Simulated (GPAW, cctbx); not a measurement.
# Na4Br3Cl: the scripts behind a bonding study

Short scripts, each with its output. The cell is our own: ordered rocksalt alloy in the eight-atom cube, 3 of 4 Cl sites given to Br.

**1. Build the all-electron density and subtract free atoms**

```text
cell
1.0
     5.955000000    0.000000000    0.000000000
     0.000000000    5.955000000    0.000000000
     0.000000000    0.000000000    5.955000000
Br Cl Na
3 1 4
Direct
0.000000000 0.000000000 0.500000000
0.000000000 0.500000000 0.000000000
0.500000000 0.000000000 0.000000000
0.500000000 0.500000000 0.500000000
0.500000000 0.000000000 0.500000000
0.500000000 0.500000000 0.000000000
0.000000000 0.000000000 0.000000000
0.000000000 0.500000000 0.500000000
```

```python
import numpy as np
from ase.io import read
from ase.units import Bohr
from gpaw import GPAW, PW, FermiDirac
from gpaw.calculator import GPAW as OldGPAW
from gpaw.mpi import serial_comm, world
from scipy.special import erfc
from scipy.spatial import cKDTree

atoms = read("cell.vasp")
atoms.calc = GPAW(mode=PW(600), xc="PBE", kpts={"size": (4, 4, 4), "gamma": True},
                 occupations=FermiDirac(0.02), maxiter=160, symmetry={"tolerance": 1e-5}, txt="scf.txt")
atoms.get_potential_energy()
rho = atoms.calc.get_all_electron_density(gridrefinement=2)
moments = atoms.get_magnetic_moments() if atoms.calc.get_number_of_spins() == 2 else np.zeros(len(atoms))
total = atoms.get_magnetic_moment() if moments.any() else 0.0
if world.rank == 0:
    free = OldGPAW(mode=PW(600), xc="PBE", txt=None, communicator=serial_comm)
    neutral = atoms.copy()
    neutral.set_initial_magnetic_moments(None)
    free.initialize(neutral)
    free.set_positions(neutral)
    drho = rho - free.get_all_electron_density(gridrefinement=2)
    # GPAW starts from confined atoms: exchange their smooth part for that of the datasets' free atoms
    h = np.stack(np.meshgrid(*[np.fft.fftfreq(n, 1 / n) for n in drho.shape], indexing="ij"), -1)
    gabs = np.linalg.norm(h @ atoms.cell.reciprocal(), axis=-1)
    tails = np.fft.fftn(free.get_pseudo_density(gridrefinement=2))
    g, form, v0 = np.linspace(0, gabs.max(), 1500), {}, 0
    for e in set(atoms.symbols):
        idx = atoms.symbols.search(e)
        d = free.setups[idx[0]].data
        r, w = d.rgd.r_g * Bohr, d.rgd.r_g**2 * d.rgd.dr_g
        j0 = np.sinc(2 * g[:, None] * r)
        smooth = sum(f * p**2 for f, p in zip(d.f_j, d.phit_jg)) + np.sqrt(4 * np.pi) * d.nct_g
        full = sum(f * p**2 for f, p in zip(d.f_j, d.phi_jg)) + np.sqrt(4 * np.pi) * d.nc_g
        phase = sum(np.exp(-2j * np.pi * h @ s) for s in atoms.get_scaled_positions()[idx])
        tails -= np.interp(gabs, g, j0 @ (smooth * w)) * phase * drho.size / atoms.get_volume()
        form[e] = j0 @ (full * w)
        v0 += 2 * np.pi / 3 * 14.3996 * (full * w * r**2).sum() * len(idx)  # V A^3
    tails *= 0.5 * erfc((gabs - 1.8) / 0.25)  # the tails differ at long wavelengths alone
    drho += np.fft.ifftn(tails).real  # crystal minus superposed spherical free atoms
    np.save("drho.npy", drho)
    dv = atoms.get_volume() / drho.size
    print("grid", drho.shape, " electrons %.3f" % (rho.sum() * dv), " moved by bonding %.3f e" % (abs(drho).sum() * dv / 2))
    pts = np.indices(drho.shape).reshape(3, -1).T / drho.shape @ atoms.cell
    shifts = (np.indices((3, 3, 3)).reshape(3, -1).T - 1) @ atoms.cell
    images = (atoms.positions[None] + shifts[:, None]).reshape(-1, 3)
    dist, idx = cKDTree(images).query(pts, k=4)
    out = drho.ravel()[dist[:, 0] > 0.5]
    print("deformation density beyond 0.5 A of the nuclei: max %.3f, min %.3f e/A^3" % (out.max(), out.min()))
    tie = dist < dist[:, :1] + 1e-4
    q = -np.bincount((idx % len(atoms))[tie], (drho.ravel()[:, None] / tie.sum(1, keepdims=True) * tie)[tie], len(atoms)) * dv
    print("atom        x       y       z   Voronoi charge  moment")
    for a, s, c, m in zip(atoms, atoms.get_scaled_positions(), q, moments):
        print("%-2s%-3d %7.4f %7.4f %7.4f %10.3f %10.2f" % (a.symbol, a.index + 1, *s, c, m))
    np.savez("free.npz", g=g, **form)
    print("mean inner potential of superposed free atoms %.3f V" % (v0 / atoms.get_volume()))
    print("total magnetic moment %.3f muB" % total)
```

```console
$ OMP_NUM_THREADS=1 mpirun -n 4 gpaw python run.py > gpaw.log
```

```text
grid (70, 70, 70)  electrons 166.000  moved by bonding 1.240 e
deformation density beyond 0.5 A of the nuclei: max 0.046, min -0.019 e/A^3
atom        x       y       z   Voronoi charge  moment
Br1    0.0000  0.0000  0.5000     -0.239       0.00
Br2    0.0000  0.5000  0.0000     -0.239       0.00
Br3    0.5000  0.0000  0.0000     -0.239       0.00
Cl4    0.5000  0.5000  0.5000     -0.287       0.00
Na5    0.5000  0.0000  0.5000      0.255       0.00
Na6    0.5000  0.5000  0.0000      0.255       0.00
Na7    0.0000  0.0000  0.0000      0.240       0.00
Na8    0.0000  0.5000  0.5000      0.255       0.00
mean inner potential of superposed free atoms 10.208 V
total magnetic moment 0.000 muB
```

Time: 18 s on 4 cores of AMD EPYC 7B13 (Zen 3) (shared host), peak memory 0.86 GiB.

**2. Fourier-transform the difference**

```python
from cctbx import adptbx, crystal, miller, xray
from cctbx.eltbx import tiny_pse
import numpy as np

cs = crystal.symmetry(unit_cell=(5.955, 5.955, 5.955, 90, 90, 90), space_group_symbol='Hall: -P 4 2 3')  # Pm-3m
atoms = [  # label, site, U (iso, or U11 U22 U33 U12 U13 U23 in A^2), occupancy
    ("Br1", (0, 0, 0.5), 0.0000, 1),
    ("Cl1", (0.5, 0.5, 0.5), 0.0000, 1),
    ("Na1", (0.5, 0, 0.5), 0.0000, 1),
    ("Na2", (0, 0, 0), 0.0000, 1),
]
xs = xray.structure(crystal_symmetry=cs)
for label, site, u, occ in atoms:
    u = adptbx.u_cif_as_u_star(cs.unit_cell(), u) if isinstance(u, tuple) else u
    xs.add_scatterer(xray.scatterer(label, site=site, u=u, occupancy=occ))
xs.scattering_type_registry(table="wk1995")
drho = np.load("drho.npy")
T = np.array([[1, 0, 0], [0, 1, 0], [0, 0, 1]])  # conventional axes in terms of the primitive ones
dF = np.fft.ifftn(drho) * 211.17636  # electrons a conventional cell, indexed by primitive hkl
ms = miller.build_set(cs, anomalous_flag=False, d_min=0.9).sort("resolution")
iam = ms.structure_factors_from_scatterers(xs, algorithm="direct").f_calc()
p1 = xs.expand_to_p1()
z = np.array([tiny_pse.table(sc.scattering_type).atomic_number() for sc in p1.scatterers()])
x = np.array(p1.sites_frac())
free = np.load("free.npz")
print("static structure factors of the conventional cell: F in electrons, V (Mott-Bethe) in volts")
print("   h  k  l      d  |F| table  |F| free   |F| DFT   change   |V| free  |V| DFT  change %")
for h, d, table in list(zip(ms.indices(), ms.d_spacings().data(), iam.data()))[:26]:
    df = dF[tuple(np.rint(np.linalg.solve(T, h)).astype(int))]
    phase = np.exp(2j * np.pi * x @ h)
    f = sum(np.interp(1 / d, free["g"], free[sc.scattering_type]) * p for sc, p in zip(p1.scatterers(), phase))
    fz = (z * phase).sum()
    c = 14.3996 * d * d / (np.pi * cs.unit_cell().volume())
    v0, v1 = abs(fz - f) * c, abs(fz - f - df) * c
    print("%4d%3d%3d %7.4f %9.3f %9.3f %9.3f %8.3f %9.3f %8.3f %8s" % (h + (d, abs(table), abs(f), abs(f + df), abs(f + df) - abs(f), v0, v1, "%.1f" % (100 * (v1 / v0 - 1)) if v0 > 0.02 else "-")))
```

```console
$ python run.py
```

```text
static structure factors of the conventional cell: F in electrons, V (Mott-Bethe) in volts
   h  k  l      d  |F| table  |F| free   |F| DFT   change   |V| free  |V| DFT  change %
   0  1  0  5.9550    17.429    17.425    17.396   -0.029     0.443    0.465      5.0
   0  1  1  4.2108    16.960    16.960    16.915   -0.045     0.400    0.418      4.3
   1  1  1  3.4381    68.355    68.401    69.164    0.763     2.463    2.267     -7.9
   0  2  0  2.9775   135.803   135.797   136.247    0.450     5.812    5.725     -1.5
   0  2  1  2.6632    15.932    15.938    15.896   -0.041     0.317    0.324      2.0
   1  2  1  2.4311    15.668    15.670    15.634   -0.037     0.299    0.304      1.6
   0  2  2  2.1054   120.628   120.521   120.409   -0.113     4.376    4.386      0.2
   1  2  2  1.9850    14.997    14.981    14.962   -0.019     0.258    0.260      0.6
   0  3  0  1.9850    14.997    14.981    14.977   -0.005     0.258    0.259      0.2
   0  3  1  1.8831    14.799    14.777    14.772   -0.005     0.248    0.248      0.1
   1  3  1  1.7955    55.005    55.165    54.898   -0.267     1.598    1.616      1.2
   2  2  2  1.7191   110.341   110.177   109.970   -0.206     3.581    3.594      0.4
   0  3  2  1.6516    14.247    14.212    14.212    0.000     0.224    0.224     -0.0
   1  3  2  1.5915    14.073    14.035    14.036    0.001     0.218    0.218     -0.0
   0  4  0  1.4888   102.562   102.381   102.373   -0.007     3.060    3.061      0.0
   2  3  2  1.4443    13.573    13.531    13.536    0.005     0.202    0.202     -0.1
   0  4  1  1.4443    13.573    13.531    13.542    0.011     0.202    0.202     -0.2
   0  3  3  1.4036    13.412    13.371    13.377    0.006     0.198    0.198     -0.1
   1  4  1  1.4036    13.412    13.371    13.381    0.010     0.198    0.198     -0.2
   1  3  3  1.3662    50.328    50.354    50.217   -0.137     1.120    1.125      0.5
   0  4  2  1.3316    96.296    96.120    96.082   -0.038     2.689    2.691      0.1
   1  4  2  1.2995    12.944    12.906    12.916    0.010     0.187    0.186     -0.2
   2  3  3  1.2696    12.794    12.757    12.764    0.007     0.183    0.183     -0.1
   2  4  2  1.2156    91.038    90.873    90.840   -0.033     2.409    2.410      0.0
   0  4  3  1.1910    12.356    12.323    12.333    0.010     0.175    0.174     -0.2
   0  5  0  1.1910    12.356    12.323    12.333    0.010     0.175    0.174     -0.2
```

Time: 0.39 s on 1 core of AMD EPYC 7B13 (Zen 3) (shared host), peak memory 0.08 GiB.

[Outputs are excerpts: Python notices, other lines and further rows are left out; steps that failed or that the build refused (PBEsol, TPSS) are not shown.]

[Logs are printed without paths, hosts, clocks, repeated set-up lines and the standing remarks that a program may print on its own settings, such as how far it seeks lower states.]
